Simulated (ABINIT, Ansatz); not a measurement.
# Rhodium (Fm-3m): phonons by linear response, part 2 of 4

Aim: the phonon dispersion of Rhodium (Fm-3m), checked by a second program.

ABINIT 10.8.3; DFT PBE, scalar-relativistic, plane waves, PseudoDojo norm-conserving pseudopotentials.

So far. Step 3 (Relaxing the cell and atoms): The volume changes by +3.1 % in this run and stands +3.1 % from the first cell. Step 4 (Ground state): The cell stands at -1.2 GPa: the relaxation ran with a smoothed and higher cutoff, and the difference is a stress of the finite basis. The relaxed cell has a = 3.834 Å (conventional setting).

The database entry behind the starting cell differs from later determinations by our own check (an axis about 0.2 % short against later determinations), so it need not match the best structure at ambient conditions.

### 5. Zone-centre response

At q = 0 one unit cell holds all displacements. The response is solved for single atoms along the cell's directions, and symmetry skips those that follow from others. The crystal is treated as a metal, which screens a static field, so no field response is asked.

dfpt_gamma.abi reads:

```

# common to the responses
getwfk_filepath "gso_WFK"
kptopt 2
nqpt 1
qpt 0.0 0.0 0.0
asr 0
chneut 0

# displacements
rfphon 1
rfatpol 1 1
rfdir 1 1 1
tolvrs 1.0d-10
prtwf 0
prtpot 1

# basis, mesh and filling
ecut 40.0
ngkpt 16 16 16
nshiftk 1
shiftk 0.0 0.0 0.0
istwfk *1
occopt 7
tsmear 0.01
nband 15
nstep 100
diemac 1000000.0
prtebands 0
prtgsr 0

# cell and atoms
acell 5.123230753 5.123230753 5.123230753
rprim 
    0.0 0.7071067812 0.7071067812
    0.7071067812 0.0 0.7071067812
    0.7071067812 0.7071067812 0.0
ntypat 1
znucl 45
natom 1
typat 1
xred 
    0.0 0.0 0.0
pp_dirpath "./pseudo"
pseudos "Rh.upf"
```

The run is started by

```bash
$ OMP_NUM_THREADS=1 mpirun -n 16 abinit dfpt_gamma.abi > dfpt_gamma.log
```

Numbers of over 12 decimals in the logs are rounded to 6 here.

dfpt_gamma.abo, the main output file:

```text
[banners, grids, parts of the stress and lines that vanish by symmetry left out]
- input  file    -> dfpt_gamma.abi
- output file    -> dfpt_gamma.abo
- root for input  files -> dfpt_gammai
- root for output files -> dfpt_gammao

 Symmetries : space group Fm -3 m (#225); Bravais cF (face-center cubic)
================================================================================
 Values of the parameters that define the memory need of the present run (RF).
     intxc =       0      iscf =       7    lmnmax =       6     lnmax =       6
     mgfft =      30  mpssoang =       3    mqgrid =    3001     natom =       1
  nloc_mem =       1    nspden =       1   nspinor =       1    nsppol =       1
      nsym =      48    n1xccc =    2501    ntypat =       1    occopt =       7
   xclevel =       2
-    mband =          15        mffmem =           1         mkmem =         129
-   mkqmem =         129        mk1mem =         129           mpw =        1174
      nfft =       27000          nkpt =        2052
- my_mband =          15
================================================================================
================================================================================

--------------------------------------------------------------------------------
------------- Echo of variables that govern the present computation ------------
--------------------------------------------------------------------------------
-
- outvars: echo of selected default values
-   iomode0 =  0 , fftalg0 =312 , wfoptalg0 =  0
-
- outvars: echo of global parameters not present in the input file
-  max_nthreads =    1
-
 -outvars: echo values of preprocessed input variables --------
            acell      5.1232307530E+00  5.1232307530E+00  5.1232307530E+00 Bohr
              amu      1.02905500E+02
              asr           0
           chneut           0
             ecut      4.00000000E+01 Hartree
-          fftalg         312
           istwfk        1    0    0    0    0    0    0    0    1    0
                         0    0    0    0    0    0    0    0    0    0
                         0    0    0    0    0    0    0    0    0    0
                         0    0    0    0    0    0    0    0    0    0
                         0    0    0    0    0    0    0    0    0    0
                       outvar_i_n : Printing only first  50 k-points.
              ixc     -101130
              kpt      0.00000000E+00  0.00000000E+00  0.00000000E+00
                       6.25000000E-02  0.00000000E+00  0.00000000E+00
                       1.25000000E-01  0.00000000E+00  0.00000000E+00
                       1.87500000E-01  0.00000000E+00  0.00000000E+00
                       [...]
                       outvar_i_n : Printing only first  50 k-points.
           kptopt           2
         kptrlatt       16    0    0      0   16    0      0    0   16
          kptrlen      8.19716920E+01
P           mkmem         129
P          mkqmem         129
P          mk1mem         129
            natom           1
            nband          15
           nbdbuf           2
            ngfft          30      30      30
             nkpt        2052
             nqpt           1
            nstep         100
             nsym          48
           ntypat           1
              occ      2.000000  2.000000  2.000000  2.000000  2.000000  2.000000
                       2.000000  2.000000  1.000000  0.000000  0.000000  0.000000
                       0.000000  0.000000  0.000000
                       2.000000  2.000000  2.000000  2.000000  2.000000  2.000000
                       [...]
                       prtocc : prtvol=0, do not print more k-points.
           occopt           7
        optdriver           1
        prtebands           0
           prtgsr           0
           prtpot           1
            prtwf           0
           rfphon           1
            rprim      0.0000000000E+00  7.0710678120E-01  7.0710678120E-01
                       7.0710678120E-01  0.0000000000E+00  7.0710678120E-01
                       7.0710678120E-01  7.0710678120E-01  0.0000000000E+00
          spgroup         225
           symrel      1  0  0   0  1  0   0  0  1      -1  0  0   0 -1  0   0  0 -1
                       0 -1  1   0 -1  0   1 -1  0       0  1 -1   0  1  0  -1  1  0
                      -1  0  0  -1  0  1  -1  1  0       1  0  0   1  0 -1   1 -1  0
                       0  1 -1   1  0 -1   0  0 -1       0 -1  1  -1  0  1   0  0  1
                       [...]
           tolvrs      1.00000000E-10
            typat      1
              wtk        0.00024    0.00049    0.00049    0.00049    0.00049    0.00049
                         0.00049    0.00049    0.00024    0.00049    0.00049    0.00049
                         0.00049    0.00049    0.00049    0.00049    0.00049    0.00049
                         0.00049    0.00049    0.00049    0.00049    0.00049    0.00049
                       [...]
                       outvars : Printing only first  50 k-points.
            znucl       45.00000

================================================================================

 chkinp: Checking input parameters for consistency.

================================================================================
== DATASET  1 ==================================================================
-   mpi_nproc: 16, omp_nthreads: 1 (-1 if OMP is not activated)

--- !DatasetInfo
iteration_state: {dtset: 1, }
dimensions: {natom: 1, nkpt: 2052, mband: 15, nsppol: 1, nspinor: 1, nspden: 1, mpw: 1174, }
cutoff_energies: {ecut:  40.0, pawecutdg:  -1.0, }
electrons: {nelect:   1.70000000E+01, charge:   0.00000000E+00, occopt:   7.00000000E+00, tsmear:   1.00000000E-02, }
meta: {optdriver: 1, rfphon: 1, }
...

 mkfilename: getwfk from: gso_WFK

 Real(R)+Recip(G) space primitive vectors, cartesian coordinates (Bohr,Bohr^-1):
 R(1)=  0.0000000  3.6226712  3.6226712  G(1)= -0.1380197  0.1380197  0.1380197
 R(2)=  3.6226712  0.0000000  3.6226712  G(2)=  0.1380197 -0.1380197  0.1380197
 R(3)=  3.6226712  3.6226712  0.0000000  G(3)=  0.1380197  0.1380197 -0.1380197
 Unit cell volume ucvol=  9.5086038E+01 bohr^3
 Angles (23,13,12)=  6.00000000E+01  6.00000000E+01  6.00000000E+01 degrees
 setup1 : take into account q-point for computing boxcut.

 getcut: wavevector=  0.0000  0.0000  0.0000  ngfft=  30  30  30
         ecut(hartree)=     40.000   => boxcut(ratio)=   2.05904

--- Pseudopotential description ------------------------------------------------
- pspini: atom type   1  psp file is ./pseudo/Rh.upf

   3.63592509E+02                                ecore*ucvol(ha*bohr**3)
--------------------------------------------------------------------------------

 ==>  initialize data related to q vector <==

 The list of irreducible perturbations for this q vector is:
    1)    idir= 1    ipert=   1

================================================================================

 The perturbation idir=   2  ipert=   1 is
 symmetric of a previously calculated perturbation.
 So, its SCF calculation is not needed.

 The perturbation idir=   3  ipert=   1 is
 symmetric of a previously calculated perturbation.
 So, its SCF calculation is not needed.

--------------------------------------------------------------------------------
 Perturbation wavevector (in red.coord.)   0.000000  0.000000  0.000000
 Perturbation : displacement of atom   1   along direction   1
 Found     4 symmetries that leave the perturbation invariant.
 symkpt : the number of k-points, thanks to the symmetries,
 is reduced to   621 .

--------------------------------------------------------------------------------

--------------------------------------------------------------------------------

 dfpt_looppert : total number of electrons, from k and k+q
  fully or partially occupied states are    1.700000E+01 and    1.700000E+01.
 Initialisation of the first-order wave-functions :
  ireadwf=   0

--- !BeginCycle
iteration_state: {dtset: 1, }
solver: {iscf: 7, nstep: 100, nline: 4, wfoptalg: 0, }
tolerances: {tolvrs: 1.00E-10, }
...

     iter   2DEtotal(Ha)        deltaE(Ha) residm    vres2
-ETOT  1  0.940050     -3.824E+03 1.514E+01 6.589E+02
 ETOT  2  9.09361938977327E-03 -9.310E-01 1.758E-01 2.836E+01
 ETOT  3 -4.37842168855695E-03 -1.347E-02 2.474E-03 1.084E+00
 ETOT  4 -4.87794436173772E-03 -4.995E-04 2.501E-04 6.392E-03
 ETOT  5 -4.88180807167282E-03 -3.864E-06 1.218E-05 4.200E-05
 ETOT  6 -4.88180898571500E-03 -9.140E-10 2.971E-06 1.945E-05
 ETOT  7 -4.88181845582858E-03 -9.470E-09 1.492E-07 9.077E-07
 ETOT  8 -4.88181884281857E-03 -3.870E-10 3.700E-08 5.592E-10
 ETOT  9 -4.88181889875250E-03 -5.593E-11 1.860E-09 3.419E-11

 At SCF step    9       vres2   =  3.42E-11 < tolvrs=  1.00E-10 =>converged.
================================================================================

 ----iterations are completed or convergence reached----

 Mean square residual over all n,k,spin=   26.424E-14; max=  18.603E-10

 Thirteen components of 2nd-order total energy (hartree) are
 1,2,3: 0th-order hamiltonian combined with 1st-order wavefunctions
     kin0=   3.73093495E+03 eigvalue=   1.80647234E+01  local=  -2.36508300E+03
 4,5,6: 1st-order hamiltonian combined with 1st and 0th-order wfs
 loc psp =  -3.91657287E+03  Hartree=   1.00380101E+03     xc=  -2.03794208E+02
 note that "loc psp" includes a xc core correction that could be resolved
 7,8,9: eventually, occupation + non-local contributions
    edocc=   2.95195597E+02     enl0=   1.34630880E+03   enl1=  -3.73428288E+03
 1-9 gives the relaxation energy (to be shifted if some occ is /=2.0)
   erelax=  -3.82542787E+03
 10,11,12 Non-relaxation  contributions : frozen-wavefunctions and Ewald
 fr.local=   2.02194907E+03 fr.nonlo=   1.86713974E+03  Ewald=   0.00000000E+00
 13,14 Frozen wf xc core corrections (1) and (2)
 frxc 1  =  -4.07687538E+02  frxc 2 =   3.44021716E+02
 Resulting in :
 2DEtotal=   -0.4881818899E-02 Ha. Also 2DEtotal=   -0.132841059637E+00 eV
    (2DErelax=   -3.8254278734E+03 Ha. 2DEnonrelax=    3.8254229916E+03 Ha)
    (  non-var. 2DEtotal :   -4.8819757184E-03 Ha)

================================================================================

 ---- first-order wavefunction calculations are completed ----

 ==> Compute Derivative Database <==

  2nd-order matrix (non-cartesian coordinates, masses not included,
   asr not included )
     j1       j2             matrix element
  dir pert dir pert     real part     imaginary part

   1    1   1    1        -0.0048819920         0.0000000000
   1    1   2    1        -0.0024409960         0.0000000000
   1    1   3    1        -0.0024409960         0.0000000000
   1    1   2    3         0.0000000000         0.0000000000
   1    1   3    3         0.0000000000         0.0000000000

   2    1   1    1        -0.0024409960         0.0000000000
   2    1   2    1        -0.0048819920         0.0000000000
   2    1   3    1        -0.0024409960         0.0000000000
   2    1   1    3         0.0000000000         0.0000000000
   2    1   3    3         0.0000000000         0.0000000000

   3    1   1    1        -0.0024409960         0.0000000000
   3    1   2    1        -0.0024409960         0.0000000000
   3    1   3    1        -0.0048819920         0.0000000000
   3    1   1    3         0.0000000000         0.0000000000
   3    1   2    3         0.0000000000         0.0000000000

   1    3   2    1         0.0000000000         0.0000000000
   1    3   3    1         0.0000000000         0.0000000000

   2    3   1    1         0.0000000000         0.0000000000
   2    3   3    1         0.0000000000         0.0000000000

   3    3   1    1         0.0000000000         0.0000000000
   3    3   2    1         0.0000000000         0.0000000000

  Dynamical matrix, in cartesian coordinates,
   if specified in the inputs, asr has been imposed
     j1       j2             matrix element
  dir pert dir pert     real part    imaginary part

   1    1   1    1        -0.0001859984         0.0000000000
   1    1   2    1         0.0000000000         0.0000000000
   1    1   3    1         0.0000000000         0.0000000000

   2    1   1    1         0.0000000000         0.0000000000
   2    1   2    1        -0.0001859984         0.0000000000
   2    1   3    1         0.0000000000         0.0000000000

   3    1   1    1         0.0000000000         0.0000000000
   3    1   2    1         0.0000000000         0.0000000000
   3    1   3    1        -0.0001859984         0.0000000000

  Phonon wavevector (reduced coordinates) :  0.00000  0.00000  0.00000
 Phonon energies in Hartree :
  -3.148874E-05 -3.148874E-05 -3.148874E-05
 Phonon frequencies in cm-1    :
- -6.910979E+00 -6.910979E+00 -6.910979E+00

== END DATASET(S) ==============================================================
================================================================================

 -outvars: echo values of variables after computation
            acell      5.1232307530E+00  5.1232307530E+00  5.1232307530E+00 Bohr
           etotal     -4.8818188988E-03
            fcart      0.0000000000E+00  0.0000000000E+00  0.0000000000E+00
           strten      0.0000000000E+00  0.0000000000E+00  0.0000000000E+00
================================================================================
```

Elapsed: 23 s, on 16 MPI ranks of Arm Neoverse V1, shared host; 6.2 min of CPU time.

With one atom there are acoustic modes alone, which should vanish; they come out at 6.91 cm⁻¹ in size, the error that the sum rule removes later.

### 6. Phonons on a q mesh

Linear response treats each wavevector of the 4×4×4 mesh in the unit cell; the first-order potentials are kept for the electron-phonon matrix elements.

dfpt_q.abi reads:

```
ndtset 7

# wavevectors
qpt1 0.25 0.0 0.0
qpt2 0.5 0.0 0.0
qpt3 0.25 0.25 0.0
qpt4 0.5 0.25 0.0
qpt5 -0.25 0.25 0.0
qpt6 0.5 0.5 0.0
qpt7 -0.25 0.5 0.25

# displacements
getwfk_filepath "gso_WFK"
getwfq_filepath "gso_WFK"
kptopt 3
nqpt 1
rfphon 1
rfatpol 1 1
rfdir 1 1 1
tolvrs 1.0d-10
prtwf 0
prtpot 1

# basis, mesh and filling
ecut 40.0
ngkpt 16 16 16
nshiftk 1
shiftk 0.0 0.0 0.0
istwfk *1
occopt 7
tsmear 0.01
nband 15
nstep 100
diemac 1000000.0
prtebands 0
prtgsr 0

# cell and atoms
acell 5.123230753 5.123230753 5.123230753
rprim 
    0.0 0.7071067812 0.7071067812
    0.7071067812 0.0 0.7071067812
    0.7071067812 0.7071067812 0.0
ntypat 1
znucl 45
natom 1
typat 1
xred 
    0.0 0.0 0.0
pp_dirpath "./pseudo"
pseudos "Rh.upf"
```

The run is started by

```bash
$ OMP_NUM_THREADS=1 mpirun -n 16 abinit dfpt_q.abi > dfpt_q.log
```

dfpt_q.abo, the main output file:

```text
[banners, grids, parts of the stress and lines that vanish by symmetry left out]
- input  file    -> dfpt_q.abi
- output file    -> dfpt_q.abo
- root for input  files -> dfpt_qi
[...]
DATASET    1 : space group Fm -3 m (#225); Bravais cF (face-center cubic)
[...]
nfft =       27000          nkpt =        4096
[...]
DATASET    2 : space group Fm -3 m (#225); Bravais cF (face-center cubic)
[...]
nfft =       27000          nkpt =        4096
[...]
DATASET    3 : space group Fm -3 m (#225); Bravais cF (face-center cubic)
[...]
nfft =       27000          nkpt =        4096
[...]
DATASET    4 : space group Fm -3 m (#225); Bravais cF (face-center cubic)
[...]
nfft =       27000          nkpt =        4096
[...]
DATASET    5 : space group Fm -3 m (#225); Bravais cF (face-center cubic)
[...]
nfft =       27000          nkpt =        4096
[...]
DATASET    6 : space group Fm -3 m (#225); Bravais cF (face-center cubic)
[...]
nfft =       27000          nkpt =        4096
[...]
DATASET    7 : space group Fm -3 m (#225); Bravais cF (face-center cubic)
[...]
nfft =       27000          nkpt =        4096
[...]
== DATASET  1 ==================================================================
[...]
cutoff_energies: {ecut:  40.0, pawecutdg:  -1.0, }
[...]
Perturbation : displacement of atom   1   along direction   1
[...]
-ETOT  1   3.603302     -4.467E+03 1.935E+01 7.460E+02
 ETOT  2   5.599093      1.996E+00 1.292E-01 6.122E+04
 ETOT  3   3.989228     -1.610E+00 1.310E-03 2.634E+04
 ETOT  4   2.739430     -1.250E+00 5.838E-04 3.240E+02
 ETOT  5   2.723452     -1.598E-02 4.750E-06 3.410E+00
[...]
At SCF step   14       vres2   =  3.18E-12 < tolvrs=  1.00E-10 =>converged.
[...]
Perturbation : displacement of atom   1   along direction   2
[...]
-ETOT  1   1.871453     -3.847E+03 1.725E+01 7.111E+02
[...]
At SCF step   13       vres2   =  3.30E-11 < tolvrs=  1.00E-10 =>converged.
[...]
Phonon wavevector (reduced coordinates) :  0.25000  0.00000  0.00000
 Phonon energies in Hartree :
[...]
Phonon frequencies in cm-1    :
-  9.450150E+01  9.450150E+01  1.884848E+02
[...]
== DATASET  2 ==================================================================
[...]
cutoff_energies: {ecut:  40.0, pawecutdg:  -1.0, }
[...]
- 45.00000  17.00000  171031                  znucl, zion, pspdat
[...]
Perturbation : displacement of atom   1   along direction   1
[...]
-ETOT  1   4.271424     -4.124E+03 2.017E+01 2.087E+02
[...]
At SCF step   12       vres2   =  1.18E-11 < tolvrs=  1.00E-10 =>converged.
[...]
Perturbation : displacement of atom   1   along direction   2
[...]
-ETOT  1   4.597527     -4.218E+03 1.726E+01 9.950E+01
[...]
ETOT 10   3.828122      6.366E-11 1.306E-14 4.294E-09
 ETOT 11   3.828122     -1.273E-11 6.050E-16 9.800E-11
 At SCF step   11       vres2   =  9.80E-11 < tolvrs=  1.00E-10 =>converged.
[...]
Phonon wavevector (reduced coordinates) : -0.25000  0.50000  0.25000
 Phonon energies in Hartree :
[...]
Phonon frequencies in cm-1    :
-  1.748543E+02  1.935238E+02  1.935238E+02
[...]
fcart7     0.0000000000E+00  0.0000000000E+00  0.0000000000E+00
       
================================================================================
```

It took 34 min on 16 MPI ranks; 9 h of CPU time.

Read from the output:

```
lowest mode on the q mesh (acoustic ones at the zone centre apart) : 94.5 cm⁻¹
```

Frequencies (cm⁻¹) before the sum rule at the irreducible wavevectors but Γ, which is solved apart; negative means imaginary. Frequencies by wavevector:

```
 q (fractions)  star  mode 1  mode 2  mode 3
      0.25 0 0     8    94.5    94.5   188.5
       0.5 0 0     4   131.7   131.7     233
   0.25 0.25 0     6   129.6   129.6   198.3
    0.5 0.25 0    24   156.8   167.4   216.4
  -0.25 0.25 0    12   134.8   160.4   215.1
     0.5 0.5 0     3   177.1   177.1   219.4
-0.25 0.5 0.25     6   174.8   193.5   193.5
```

(Part 2 of 4 ends here.)

[Host names and launcher messages were left out of these logs when they were recorded.]

[Logs are printed without paths, hosts, clocks, repeated set-up lines and the standing remarks that a program may print on its own settings, such as how far it seeks lower states.]

[Hosts, paths, dates, database ids (printed as entryN), source tags and the programs' standing remarks are cut or masked in the printed files.]
